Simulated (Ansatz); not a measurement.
# SrB4 (built on the sites of a database entry of SrIn4): from the cell to its phonons, part 3 of 3

Aim: the vibrations of SrB4 (built on the sites of a database entry of SrIn4), their spectra, and whether the structure is stable.

Ansatz 0.2.0; DFT PBEsol, scalar-relativistic, plane waves, PAW.

So far. Step 4 (Relaxing to small forces for the phonons): The largest force component left is 0.56 meV/Å and the pressure is 0.001 GPa, within the tolerances set. The cell now holds 10.41 Å³/atom. Step 5 (Linear response at the zone centre): Before it was imposed, the acoustic sum rule was missed by 2.3e-5 eV/Å². Small misses are needed for a sound result but don't prove that mesh and cutoff are converged. The relaxed cell has a = 3.146, c = 10.522 Å (conventional setting).

The structure was built from a prototype and need not be the compound's stable phase.

## 6. The dispersion (continued)

The partial phonon density of states has structure finer than the step of the table below, so its rows give means over 25 cm⁻¹, whole bins alone (the curve runs from -469 to 784 cm⁻¹). Peaks (cm⁻¹: height): B 287.5: 0.0244, 610.8: 0.0316, 673.9: 0.0556; Sr 129.8: 0.0305.

Phonopy on the run's constants, 19x19x21 mesh, Gaussian sigma 9.0 cm-1. Interpolated from a 2×2×2 q mesh, rough between the solved points. Table of partial phonon density of states by wavenumber; means over each step; values in 1/cm⁻¹/cell:

| wavenumber (cm⁻¹) | B | Sr |
| --- | --- | --- |
| -450 | 0.00240 | 0 |
| -425 | 0.00376 | 0 |
| -400 | 0.00382 | 0 |
| -375 | 0.00382 | 0 |
| -350 | 0.00389 | 0 |
| -325 | 0.00383 | 4.4e-6 |
| -300 | 0.00391 | 1.0e-5 |
| -275 | 0.00387 | 1.0e-5 |
| -250 | 0.00370 | 2.2e-5 |
| -225 | 0.00382 | 3.5e-5 |
| -200 | 0.00380 | 6.8e-5 |
| -175 | 0.00376 | 1.2e-4 |
| -150 | 0.00364 | 2.1e-4 |
| -125 | 0.00371 | 3.8e-4 |
| -100 | 0.00357 | 7.1e-4 |
| -75 | 0.00354 | 0.00154 |
| -50 | 0.00302 | 0.00199 |
| -25 | 0.00152 | 0.00113 |
| 0 | 6.8e-4 | 6.1e-4 |
| 25 | 0.00180 | 0.00201 |
| 50 | 0.00332 | 0.00481 |
| 75 | 0.00360 | 0.00890 |
| 100 | 0.00379 | 0.0155 |
| 125 | 0.00490 | 0.0270 |
| 150 | 0.00573 | 0.0263 |
| 175 | 0.00748 | 0.0159 |
| 200 | 0.00906 | 0.00696 |
| 225 | 0.0113 | 0.00216 |
| 250 | 0.0158 | 0.00133 |
| 275 | 0.0227 | 9.9e-4 |
| 300 | 0.0206 | 6.6e-4 |
| 325 | 0.0156 | 1.9e-4 |
| 350 | 0.0144 | 1.0e-4 |
| 375 | 0.0116 | 7.9e-5 |
| 400 | 0.00831 | 5.9e-5 |
| 425 | 0.00463 | 1.8e-5 |
| 450 | 0.00333 | 1.0e-5 |
| 475 | 0.00285 | 4.1e-6 |
| 500 | 0.00238 | 0 |
| 525 | 0.00423 | 3.8e-6 |
| 550 | 0.0145 | 1.4e-5 |
| 575 | 0.0198 | 2.0e-5 |
| 600 | 0.0244 | 2.7e-5 |
| 625 | 0.0249 | 2.8e-5 |
| 650 | 0.0256 | 1.4e-5 |
| 675 | 0.0517 | 2.8e-5 |
| 700 | 0.0388 | 3.1e-5 |
| 725 | 0.0253 | 1.8e-5 |
| 750 | 0.0127 | 7.7e-6 |

Symmetry leaves 4 wavevectors to solve. The lowest mode among them, the acoustic zeros apart, lies at q = (-0.5, -0.5, -0.5) and is imaginary, 459.5i cm⁻¹, so the energy falls along it.

## 7. Isotope substitution, element B, natural mass 10.81 amu

An isotope changes the mass and not the force constants, so no new electronic calculation is needed; the shifts show which modes move this element.

The same force constants with the mass of B changed from 10.810 to 10.013 u (phonopy, no LO-TO term). Both lists are sorted by frequency; levels can cross, so a row need not hold one and the same mode. Modes under 3 cm⁻¹ are left out. Isotope shifts, by row, the first 40 of 57 rows:

| q | rank | natural mass (cm⁻¹) | changed mass (cm⁻¹) |
| --- | --- | --- | --- |
| 0 0 0 | 1 | -449.7 | -467.2 |
| 0 0 0 | 2 | -449.7 | -467.2 |
| 0 0 0 | 6 | 212.2 | 217.8 |
| 0 0 0 | 7 | 230.8 | 236.9 |
| 0 0 0 | 8 | 230.8 | 236.9 |
| 0 0 0 | 9 | 255 | 264.9 |
| 0 0 0 | 10 | 596.4 | 619.7 |
| 0 0 0 | 11 | 634.6 | 659.3 |
| 0 0 0 | 12 | 667.5 | 693.5 |
| 0 0 0 | 13 | 667.5 | 693.5 |
| 0 0 0 | 14 | 747.6 | 776.8 |
| 0 0 0 | 15 | 747.6 | 776.8 |
| 0 0 -0.5 | 1 | 61.18 | 61.71 |
| 0 0 -0.5 | 2 | 149.1 | 154.9 |
| 0 0 -0.5 | 3 | 160.4 | 160.6 |
| 0 0 -0.5 | 4 | 180.6 | 182.7 |
| 0 0 -0.5 | 5 | 182.6 | 186 |
| 0 0 -0.5 | 6 | 406.7 | 422.6 |
| 0 0 -0.5 | 7 | 414.2 | 429.9 |
| 0 0 -0.5 | 8 | 555.2 | 576.9 |
| 0 0 -0.5 | 9 | 557.3 | 579.1 |
| 0 0 -0.5 | 10 | 569.9 | 591.9 |
| 0 0 -0.5 | 11 | 571.2 | 593.5 |
| 0 0 -0.5 | 12 | 602.7 | 626.3 |
| 0 0 -0.5 | 13 | 625 | 649.4 |
| 0 0 -0.5 | 14 | 684.6 | 711.2 |
| 0 0 -0.5 | 15 | 688 | 714.8 |
| 0 -0.5 0 | 1 | -275.6 | -286.3 |
| 0 -0.5 0 | 2 | -244.9 | -254.5 |
| 0 -0.5 0 | 3 | 66.17 | 66.44 |
| 0 -0.5 0 | 4 | 118.1 | 118.1 |
| 0 -0.5 0 | 5 | 154.2 | 154.6 |
| 0 -0.5 0 | 6 | 254.2 | 264.2 |
| 0 -0.5 0 | 7 | 283.9 | 293.2 |
| 0 -0.5 0 | 8 | 329.1 | 341.9 |
| 0 -0.5 0 | 9 | 353.6 | 367.3 |
| 0 -0.5 0 | 10 | 582.9 | 605.6 |
| 0 -0.5 0 | 11 | 599.9 | 623.4 |
| 0 -0.5 0 | 12 | 672 | 698.3 |
| 0 -0.5 0 | 13 | 687.5 | 714.4 |

A mode of this element alone would shift by +3.90 %. The highest zone-centre frequency without the field goes from 747.6 to 776.8 cm⁻¹ (+3.9 %).

## 8. Isotope substitution, element Sr, natural mass 87.62 amu

The same for Sr, from 87.62 to 85.91 u.

The same force constants with the mass of Sr changed from 87.620 to 85.909 u (phonopy, no LO-TO term). Both lists are sorted by frequency; levels can cross, so a row need not hold one and the same mode. Modes under 3 cm⁻¹ are left out. Isotope shifts, by row, the first 40 of 57 rows:

| q | rank | natural mass (cm⁻¹) | changed mass (cm⁻¹) |
| --- | --- | --- | --- |
| 0 0 0 | 1 | -449.7 | -449.7 |
| 0 0 0 | 2 | -449.7 | -449.7 |
| 0 0 0 | 6 | 212.2 | 212.9 |
| 0 0 0 | 7 | 230.8 | 231.6 |
| 0 0 0 | 8 | 230.8 | 231.6 |
| 0 0 0 | 9 | 255 | 255 |
| 0 0 0 | 10 | 596.4 | 596.4 |
| 0 0 0 | 11 | 634.6 | 634.6 |
| 0 0 0 | 12 | 667.5 | 667.5 |
| 0 0 0 | 13 | 667.5 | 667.5 |
| 0 0 0 | 14 | 747.6 | 747.6 |
| 0 0 0 | 15 | 747.6 | 747.6 |
| 0 0 -0.5 | 1 | 61.18 | 61.64 |
| 0 0 -0.5 | 2 | 149.1 | 149.1 |
| 0 0 -0.5 | 3 | 160.4 | 161.9 |
| 0 0 -0.5 | 4 | 180.6 | 181 |
| 0 0 -0.5 | 5 | 182.6 | 184.4 |
| 0 0 -0.5 | 6 | 406.7 | 406.7 |
| 0 0 -0.5 | 7 | 414.2 | 414.3 |
| 0 0 -0.5 | 8 | 555.2 | 555.2 |
| 0 0 -0.5 | 9 | 557.3 | 557.3 |
| 0 0 -0.5 | 10 | 569.9 | 569.9 |
| 0 0 -0.5 | 11 | 571.2 | 571.2 |
| 0 0 -0.5 | 12 | 602.7 | 602.7 |
| 0 0 -0.5 | 13 | 625 | 625 |
| 0 0 -0.5 | 14 | 684.6 | 684.6 |
| 0 0 -0.5 | 15 | 688 | 688 |
| 0 -0.5 0 | 1 | -275.6 | -275.6 |
| 0 -0.5 0 | 2 | -244.9 | -244.9 |
| 0 -0.5 0 | 3 | 66.17 | 66.75 |
| 0 -0.5 0 | 4 | 118.1 | 119.3 |
| 0 -0.5 0 | 5 | 154.2 | 155.6 |
| 0 -0.5 0 | 6 | 254.2 | 254.2 |
| 0 -0.5 0 | 7 | 283.9 | 284.4 |
| 0 -0.5 0 | 8 | 329.1 | 329.1 |
| 0 -0.5 0 | 9 | 353.6 | 353.6 |
| 0 -0.5 0 | 10 | 582.9 | 582.9 |
| 0 -0.5 0 | 11 | 599.9 | 599.9 |
| 0 -0.5 0 | 12 | 672 | 672 |
| 0 -0.5 0 | 13 | 687.5 | 687.5 |

A mode of this element alone would shift by +0.99 %. The highest zone-centre frequency without the field goes from 747.6 to 747.6 cm⁻¹ (+0.0 %).

## 9. What came out

```
space group after relaxation (within 0.01 Å)            : I4/mmm
volume per atom                                         : 10.4 Å³
electronic character                                    : no gap on this mesh
highest optical mode at the zone centre (no LO-TO term) : 748 cm⁻¹
lowest optical zone-centre mode                         : -450 cm⁻¹
lowest mode on the q mesh (acoustic modes at Γ apart)   : -460 cm⁻¹
highest frequency on the path or at a solved wavevector : 752 cm⁻¹
imaginary modes on the 2×2×2 q mesh                     : yes
```

What this shows: Modes are clearly imaginary (beyond 10i cm⁻¹) at 3 of the 4 irreducible wavevectors, most at q = (-0.5, -0.5, -0.5) (459.5i cm⁻¹), so this structure is not a minimum of the energy. The optical modes at Γ span -450 to 748 cm⁻¹ (negative means imaginary). The highest mode in this list at Γ, 747.6 cm⁻¹, is mostly motion of B (100 % of the kinetic energy). The q mesh stands for a supercell only 6.3 Å across, so branches between the solved wavevectors are rough. With no gap, or one that is small against the smearing, the frequencies hang on the k mesh and the smearing, most of all near Kohn anomalies. A phonon run warned that its eigensolver left some bands unconverged in a pass. The starting cell was built on a prototype and not taken from a measurement, so the phase need not exist. These are harmonic frequencies at zero temperature: anharmonic shifts, linewidths and thermal expansion are left out.

[Logs are printed without paths, hosts, clocks, repeated set-up lines and the standing remarks that a program may print on its own settings, such as how far it seeks lower states.]

[Hosts, paths, dates, database ids (printed as entryN), source tags and the programs' standing remarks are cut or masked in the printed files.]
